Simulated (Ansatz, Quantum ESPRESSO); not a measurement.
# CaGeTe3 (Pm-3m): zone-centre phonons, part 2 of 3

Which modes does CaGeTe3 (Pm-3m) have at the zone centre?

Quantum ESPRESSO 8.0 development, patched; DFT LDA, scalar-relativistic, plane waves, PseudoDojo norm-conserving pseudopotentials.

So far. Step 2 (A first look): No gap opens on this mesh, so smearing is kept; the start stands at 0.53 GPa. Step 4 (Self-consistent run for the response): The cell stands at -0.0030 GPa, close enough for phonons. The relaxed cell has a = 5.326 Å (conventional setting).

The structure was built from a prototype and need not be the compound's stable phase.

## Step 5: Zone-centre response

At q = 0 one unit cell holds all displacements; symmetry groups them into irreducible representations that are solved one by one. With smeared occupations no response to a homogeneous field can be asked.

ph.in reads:

```
phonons
&INPUTPH
  prefix       = 'x'
  outdir       = './tmp'
  fildyn       = 'g.dyn'
  tr2_ph       = 1.0d-18
  alpha_mix(1) = 0.4
  nmix_ph      = 8
/
0.000000000000 0.000000000000 0.000000000000
```

Started as:

```bash
> OMP_NUM_THREADS=1 mpirun -n 4 ph.x -nk 4 -in ph.in > ph.out
```

What it wrote:

```text
[banners, grids, parts of the stress and lines that vanish by symmetry left out]
[banner, memory and clock lines left out]
Program PHONON v.8.0dev

     Dynamical matrices for q-points given in input
     (   1q-points):
       N         xq(1)         xq(2)         xq(3)
       1   0.000000000   0.000000000   0.000000000

     ./tmp/x.save/

     IMPORTANT: XC functional enforced from input :
     Exchange-correlation= PW
                           (   1   4   0   0   0   0   0)
     Any further DFT definition will be discarded
     Please, verify this is what you really want

     G-vector sticks info

     Reading collected, re-writing distributed wavefunctions in ./tmp/

     Number and degeneracy of irreps per q-point
       N         xq(1)         xq(2)         xq(3)   N irreps
       1   0.000000000   0.000000000   0.000000000       5
        3   3   3   3   3

     Calculation of q =    0.0000000   0.0000000   0.0000000

     phonons

     bravais-lattice index     =            1
     lattice parameter (alat)  =      10.0652  a.u.
     unit-cell volume          =    1019.6807 (a.u.)^3
     number of atoms/cell      =            5
     number of atomic types    =            3
     kinetic-energy cut-off    =      82.0000  Ry
     charge density cut-off    =     328.0000  Ry
     convergence threshold     =      1.0E-18
     beta                      =       0.4000
     number of iterations used =            8
     Exchange-correlation= PW
                           (   1   4   0   0   0   0   0)

     celldm(1)=   10.06518  celldm(2)=    0.00000  celldm(3)=    0.00000
     celldm(4)=    0.00000  celldm(5)=    0.00000  celldm(6)=    0.00000

     crystal axes: (cart. coord. in units of alat)
               a(1) = (  1.0000  0.0000  0.0000 )
               a(2) = (  0.0000  1.0000  0.0000 )
               a(3) = (  0.0000  0.0000  1.0000 )

     reciprocal axes: (cart. coord. in units 2 pi/alat)
               b(1) = (  1.0000  0.0000  0.0000 )
               b(2) = (  0.0000  1.0000  0.0000 )
               b(3) = (  0.0000  0.0000  1.0000 )

     Atoms inside the unit cell:

     Cartesian axes

     site n.  atom      mass           positions (alat units)
        1  Ca     40.0780   tau(    1) = (    0.00000    0.00000    0.00000  )
        2  Ge     72.6300   tau(    2) = (    0.50000    0.50000    0.50000  )
        3  Te    127.6000   tau(    3) = (    0.50000    0.50000    0.00000  )
        4  Te    127.6000   tau(    4) = (    0.50000    0.00000    0.50000  )
        5  Te    127.6000   tau(    5) = (    0.00000    0.50000    0.50000  )

     Computing dynamical matrix for
                    q = (   0.0000000   0.0000000   0.0000000 )

     49 Sym.Ops. (with q -> -q+G )

     G cutoff =  841.6992  ( 101943 G-vectors)     FFT grid: ( 60, 60, 60)

     number of k points=    20  Marzari-Vanderbilt smearing, width (Ry)=  0.0200
                       cart. coord. in units 2pi/alat
        k(    1) = (   0.0000000   0.0000000   0.0000000), wk =   0.0092593
        k(    2) = (   0.0000000   0.0000000   0.1666667), wk =   0.0555556
        k(    3) = (   0.0000000   0.0000000   0.3333333), wk =   0.0555556
        [... further k-points left out ...]

     PseudoPot. # 1 for Ca read from file:
     ./pseudo/Ca.upf
     Pseudo is Norm-conserving + core correction, Zval = 10.0
     Using radial grid of 1724 points,  6 beta functions with:
                l(1) =   0
                l(2) =   0
                l(3) =   1
                l(4) =   1
                l(5) =   2
                l(6) =   2

     PseudoPot. # 2 for Ge read from file:
     ./pseudo/Ge.upf
     Pseudo is Norm-conserving + core correction, Zval = 14.0
     Using radial grid of 1524 points,  6 beta functions with:
                l(1) =   0
                l(2) =   0
                l(3) =   1
                l(4) =   1
                l(5) =   2
                l(6) =   2

     PseudoPot. # 3 for Te read from file:
     ./pseudo/Te.upf
     Pseudo is Norm-conserving + core correction, Zval = 16.0
     Using radial grid of 1278 points,  6 beta functions with:
                l(1) =   0
                l(2) =   0
                l(3) =   1
                l(4) =   1
                l(5) =   2
                l(6) =   2

     Mode symmetry, O_h (m-3m)  point group:

     Atomic displacements:
     There are    5 irreducible representations

     Representation     1      3 modes -  To be done

     Representation     2      3 modes -  To be done

     Representation     3      3 modes -  To be done

     Representation     4      3 modes -  To be done

     Representation     5      3 modes -  To be done

     Alpha used in Ewald sum =   2.8000

     Representation #   1 modes #   1   2   3

     Self-consistent Calculation

     The passes end when |ddv_scf|^2 is under  2.6E-20 (on this mesh; tr2_ph alone asks  1.0E-18)
      iter #   1   av.it.:   8.5
      thresh= 1.000E-02 alpha_mix =  0.400 |ddv_scf|^2 =  8.751E-07
      iter #   2   av.it.:  15.6
      thresh= 9.355E-05 alpha_mix =  0.400 |ddv_scf|^2 =  5.726E-08
      iter #   3   av.it.:  15.6
      thresh= 2.393E-05 alpha_mix =  0.400 |ddv_scf|^2 =  9.850E-10
      iter #   4   av.it.:  16.0
      thresh= 3.139E-06 alpha_mix =  0.400 |ddv_scf|^2 =  9.292E-11
      iter #   5   av.it.:  15.9
      thresh= 9.639E-07 alpha_mix =  0.400 |ddv_scf|^2 =  8.341E-12
      iter #   6   av.it.:  15.9
      thresh= 2.888E-07 alpha_mix =  0.400 |ddv_scf|^2 =  1.630E-13
      iter #   7   av.it.:  16.4
      thresh= 4.038E-08 alpha_mix =  0.400 |ddv_scf|^2 =  5.797E-15
      iter #   8   av.it.:  16.2
      thresh= 7.614E-09 alpha_mix =  0.400 |ddv_scf|^2 =  3.492E-16
      iter #   9   av.it.:  16.2
      thresh= 1.869E-09 alpha_mix =  0.400 |ddv_scf|^2 =  2.310E-17
      iter #  10   av.it.:  16.1
      thresh= 4.806E-10 alpha_mix =  0.400 |ddv_scf|^2 =  1.691E-18
      iter #  11   av.it.:  16.6
      thresh= 1.300E-10 alpha_mix =  0.400 |ddv_scf|^2 =  1.564E-20

     End of self-consistent calculation

     Convergence has been achieved

     Representation #   2 modes #   4   5   6

     Self-consistent Calculation

     The passes end when |ddv_scf|^2 is under  2.6E-20 (on this mesh; tr2_ph alone asks  1.0E-18)
      iter #   1   av.it.:   7.7
      thresh= 1.000E-02 alpha_mix =  0.400 |ddv_scf|^2 =  1.293E-06
      iter #   2   av.it.:  15.0
      thresh= 1.137E-04 alpha_mix =  0.400 |ddv_scf|^2 =  1.157E-07
      iter #   3   av.it.:  14.9
      thresh= 3.402E-05 alpha_mix =  0.400 |ddv_scf|^2 =  1.482E-09
[...]
End of self-consistent calculation

     Convergence has been achieved

     Representation #   3 modes #   7   8   9

     Self-consistent Calculation

     The passes end when |ddv_scf|^2 is under  2.6E-20 (on this mesh; tr2_ph alone asks  1.0E-18)
[...]
End of self-consistent calculation

     Convergence has been achieved

     Representation #   4 modes #  10  11  12

     Self-consistent Calculation

     The passes end when |ddv_scf|^2 is under  2.6E-20 (on this mesh; tr2_ph alone asks  1.0E-18)
[...]
End of self-consistent calculation

     Convergence has been achieved

     Representation #   5 modes #  13  14  15

     Self-consistent Calculation

     The passes end when |ddv_scf|^2 is under  2.6E-20 (on this mesh; tr2_ph alone asks  1.0E-18)
[...]
iter #   4   av.it.:  15.9
      thresh= 1.613E-06 alpha_mix =  0.400 |ddv_scf|^2 =  6.501E-13
      iter #   5   av.it.:  14.9
      thresh= 8.063E-08 alpha_mix =  0.400 |ddv_scf|^2 =  1.423E-13
      iter #   6   av.it.:  15.6
      thresh= 3.772E-08 alpha_mix =  0.400 |ddv_scf|^2 =  1.178E-15
      iter #   7   av.it.:  16.1
      thresh= 3.432E-09 alpha_mix =  0.400 |ddv_scf|^2 =  2.826E-17
      iter #   8   av.it.:  15.8
      thresh= 5.316E-10 alpha_mix =  0.400 |ddv_scf|^2 =  2.710E-18
      iter #   9   av.it.:  16.4
      thresh= 1.646E-10 alpha_mix =  0.400 |ddv_scf|^2 =  4.111E-20
      iter #  10   av.it.:  16.4
      thresh= 2.028E-11 alpha_mix =  0.400 |ddv_scf|^2 =  1.361E-22

     End of self-consistent calculation

     Convergence has been achieved

     Number of q in the star =    1
     List of q in the star:
          1   0.000000000   0.000000000   0.000000000

     Diagonalizing the dynamical matrix

     q = (    0.000000000   0.000000000   0.000000000 )

 **************************************************************************
     freq (    1) =      -2.568674 [THz] =     -85.681753 [cm-1]
     freq (    2) =      -2.568674 [THz] =     -85.681753 [cm-1]
     freq (    3) =      -2.568674 [THz] =     -85.681753 [cm-1]
     freq (    4) =      -0.811104 [THz] =     -27.055523 [cm-1]
     freq (    5) =      -0.811104 [THz] =     -27.055523 [cm-1]
     freq (    6) =      -0.811104 [THz] =     -27.055523 [cm-1]
     freq (    7) =      -0.485643 [THz] =     -16.199298 [cm-1]
     freq (    8) =      -0.485643 [THz] =     -16.199298 [cm-1]
     freq (    9) =      -0.485643 [THz] =     -16.199298 [cm-1]
     freq (   10) =      -0.032983 [THz] =      -1.100182 [cm-1]
     freq (   11) =      -0.032983 [THz] =      -1.100182 [cm-1]
     freq (   12) =      -0.032983 [THz] =      -1.100182 [cm-1]
     freq (   13) =       5.604068 [THz] =     186.931573 [cm-1]
     freq (   14) =       5.604068 [THz] =     186.931573 [cm-1]
     freq (   15) =       5.604068 [THz] =     186.931573 [cm-1]
 **************************************************************************

     Mode symmetry, O_h (m-3m)  point group:

     freq (   1-   3) =        -85.7  [cm-1]   --> T_1u G_15  G_4- I
     freq (   4-   6) =        -27.1  [cm-1]   --> T_2u G_25  G_5-
     freq (   7-   9) =        -16.2  [cm-1]   --> T_1u G_15  G_4- I
     freq (  10-  12) =         -1.1  [cm-1]   --> T_1u G_15  G_4- I
     freq (  13-  15) =        186.9  [cm-1]   --> T_1u G_15  G_4- I
```

Wall time 26 min (4 MPI ranks of Intel Xeon 6975P-C (Granite Rapids), shared host).

Numbers from this step:

```
largest acoustic frequency at the zone centre before the sum rule : -1.1 cm⁻¹
highest optical zone-centre mode (no LO-TO term)                  : 186.9 cm⁻¹
lowest optical zone-centre mode                                   : -85.68 cm⁻¹
```

The acoustic modes at Γ come out as far as 1.1 cm⁻¹ from zero, where they should vanish, a small numerical error. The lowest optical mode is imaginary, 86i cm⁻¹, an instability at this level and on this k mesh.

## Step 6: Modes with the sum rule

A rigid shift of the crystal must cost nothing, but grids and finite bases break this; the acoustic sum rule is imposed before the matrix is diagonalised again.

dynmat.in reads:

```
&INPUT
  fildyn = 'g.dyn'
  asr    = 'simple'
  fileig = 'dynmat.eig'
/
```

Started as:

```bash
> dynmat.x -in dynmat.in > dynmat.out
```

What it wrote:

```text
[banner, memory and clock lines left out]
Program DYNMAT v.8.0dev

     Reading Dynamical Matrix from file g.dyn
     ...Force constants read
     ...epsilon and Z* not read (not found on file)
     A direction for q was not specified:TO-LO splitting will be absent

     Polarizability (A^3 units)
     multiply by 1.000000 for Clausius-Mossotti correction (not under assume_isolated = 'mt')
         0.000000    0.000000    0.000000
         0.000000    0.000000    0.000000
         0.000000    0.000000    0.000000

     IR activities are in (D/A)^2/amu units

# mode   [cm-1]    [THz]      IR
    1    -85.70   -2.5691    0.0000
    2    -85.70   -2.5691    0.0000
    3    -85.70   -2.5691    0.0000
    4    -27.01   -0.8099    0.0000
    5    -27.01   -0.8099    0.0000
    6    -27.01   -0.8099    0.0000
    7    -16.20   -0.4856    0.0000
    8    -16.20   -0.4856    0.0000
    9    -16.20   -0.4856    0.0000
   10     -0.00   -0.0000    0.0000
   11      0.00    0.0000    0.0000
   12      0.00    0.0000    0.0000
   13    186.93    5.6041    0.0000
   14    186.93    5.6041    0.0000
   15    186.93    5.6041    0.0000

[end of the log left out, with the tail of the file of modes that dynmat.x writes under the same name]
```

Wall time 0.64 s (1 thread).

Numbers from this step:

| Quantity | Value |
| --- | --- |
| lowest optical zone-centre mode | -85.7 cm⁻¹ |

Unit eigenvectors of the mass-weighted matrix after the sum rule; no LO-TO term. Modes at Γ, with each element's share of the kinetic energy (negative means imaginary):

| mode | frequency (cm⁻¹) | Ca % | Ge % | Te % |
| --- | --- | --- | --- | --- |
| 1 | -85.7 | 75 | 3 | 22 |
| 2 | -85.7 | 75 | 3 | 22 |
| 3 | -85.7 | 75 | 3 | 22 |
| 4 | -27.0 | 0 | 0 | 100 |
| 5 | -27.0 | 0 | 0 | 100 |
| 6 | -27.0 | 0 | 0 | 100 |
| 7 | -16.2 | 17 | 42 | 41 |
| 8 | -16.2 | 17 | 42 | 41 |
| 9 | -16.2 | 17 | 42 | 41 |
| 10 | 0.0 | 8 | 15 | 77 |
| 11 | 0.0 | 8 | 15 | 77 |
| 12 | 0.0 | 8 | 15 | 77 |
| 13 | 186.9 | 0 | 40 | 60 |
| 14 | 186.9 | 0 | 40 | 60 |
| 15 | 186.9 | 0 | 40 | 60 |

Displacements in mode 3 (-85.7 cm⁻¹), the largest set to 1:
```
Ca1  0.00  0.19  1.00
Ge2  0.00  0.03  0.15
Te3  0.00 -0.04  0.03
Te4  0.00  0.00 -0.21
Te5  0.00 -0.04 -0.21
```

Displacements in mode 4 (-27.0 cm⁻¹), the largest set to 1:
```
Ca1  0.00  0.00  0.00
Ge2  0.00  0.00  0.00
Te3  0.02  0.12  0.00
Te4 -0.02  0.00  1.00
Te5  0.00 -0.12 -1.00
```

The rule moves no optical mode by more than 0.1 cm⁻¹.

## Step 7: Sum rules set otherwise: a sum rule for molecules or wires on a crystal

This rule also removes rotations, which suits molecules and not a crystal; it is tried to see the harm.

dynmat.in reads:

```
&INPUT
  fildyn = 'g.dyn'
  asr    = 'zero-dim'
  fileig = 'dynmat.eig'
/
```

Started as:

```bash
> dynmat.x -in dynmat.in > dynmat.out
```

What it wrote:

```text
[banner, memory and clock lines left out]
Program DYNMAT v.8.0dev

     Reading Dynamical Matrix from file g.dyn
     ...Force constants read
     ...epsilon and Z* not read (not found on file)
     Warning: this looks like a crystal, not a molecule in a box: use asr = 'crystal'
     Acoustic Sum Rule: || Z*(ASR) - Z*(orig)|| =    0.000000E+00
     Acoustic Sum Rule: ||dyn(ASR) - dyn(orig)||=    9.388938E-02
     A direction for q was not specified:TO-LO splitting will be absent

     Polarizability (A^3 units)
     multiply by 1.000000 for Clausius-Mossotti correction (not under assume_isolated = 'mt')
         0.000000    0.000000    0.000000
         0.000000    0.000000    0.000000
         0.000000    0.000000    0.000000

     IR activities are in (D/A)^2/amu units

# mode   [cm-1]    [THz]      IR
    1    -85.69   -2.5690    0.0000
    2    -76.83   -2.3032    0.0000
    3    -76.83   -2.3032    0.0000
    4    -26.44   -0.7926    0.0000
    5    -26.44   -0.7926    0.0000
    6    -16.20   -0.4856    0.0000
    7     -0.00   -0.0000    0.0000
    8     -0.00   -0.0000    0.0000
    9     -0.00   -0.0000    0.0000
   10      0.00    0.0000    0.0000
   11      0.00    0.0000    0.0000
   12      0.00    0.0000    0.0000
   13    186.93    5.6041    0.0000
   14    191.07    5.7282    0.0000
   15    191.07    5.7282    0.0000

[end of the log left out, with the tail of the file of modes that dynmat.x writes under the same name]
```

Elapsed: 0.63 s, on 1 thread.

The program raised no error, yet the settings are not those of a careful run.

The fault: a sum rule for molecules or wires on a crystal; 3 optical modes are projected out to zero frequency, as if they were rotations.

For a crystal the rule has to be 'simple' or 'crystal'.

Zone-centre frequencies as printed; negative means imaginary. Modes:

| mode | frequency (cm⁻¹) |
| --- | --- |
| 1 | -85.69 |
| 2 | -76.83 |
| 3 | -76.83 |
| 4 | -26.44 |
| 5 | -26.44 |
| 6 | -16.2 |
| 7 | 0 |
| 8 | 0 |
| 9 | 0 |
| 10 | 0 |
| 11 | 0 |
| 12 | 0 |
| 13 | 186.9 |
| 14 | 191.1 |
| 15 | 191.1 |

(Part 2 of 3 ends here.)

[Host names and launcher messages were left out of these logs when they were recorded.]

[Logs are printed without paths, hosts, clocks, repeated set-up lines and the standing remarks that a program may print on its own settings, such as how far it seeks lower states.]

[Hosts, paths, dates, database ids (printed as entryN), source tags and the programs' standing remarks are cut or masked in the printed files.]
